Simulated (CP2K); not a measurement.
Two runs for the C K edge of methyl isocyanate. Run A: CP2K XAS_TDP, all-electron GAPW, PBEh(45%), aug-cc-pVDZ, TDA, no relativity. Run B differs in one setting.

First lines with a strength over 0.0015. A:

| atom | energy (eV) | states | strength, one atom |
| --- | --- | --- | --- |
| C1 (bonded to N and 3 H) | 284.80 | 1 | 0.0109 |
|  | 285.20 | 1 | 0.0314 |
|  | 285.72 | 1 | 0.0233 |
|  | 285.96 | 1 | 0.0221 |
|  | 286.38 | 1 | 0.0056 |
| C3 (bonded to N and O) | 284.22 | 1 | 0.0733 |
|  | 285.31 | 1 | 0.0757 |
|  | 287.48 | 1 | 0.0023 |
|  | 289.25 | 1 | 0.0021 |
|  | 291.60 | 1 | 0.0019 |

B:

| atom | energy (eV) | states | strength, one atom |
| --- | --- | --- | --- |
| C1 (bonded to N and 3 H) | 291.36 | 1 | 0.0106 |
|  | 291.76 | 1 | 0.0306 |
|  | 292.28 | 1 | 0.0227 |
|  | 292.52 | 1 | 0.0216 |
|  | 292.94 | 1 | 0.0055 |
| C3 (bonded to N and O) | 291.18 | 1 | 0.0716 |
|  | 292.27 | 1 | 0.0739 |
|  | 294.44 | 1 | 0.0022 |
|  | 296.20 | 1 | 0.0020 |
|  | 298.55 | 1 | 0.0019 |

Which was it: scalar relativity switched on, the basis, GW2X switched on, the functional?

GW2X switched on. GW2X shifts an atom's lines together and keeps their spacings. Against PBEh(45%) in aug-cc-pVDZ, the leading lines move by +6.56 eV (C1, to 291.76) and +6.96 eV (C3, to 291.18).

[Hosts, paths, dates, database ids (printed as entryN), source tags and the programs' standing remarks are cut or masked in the printed files.]
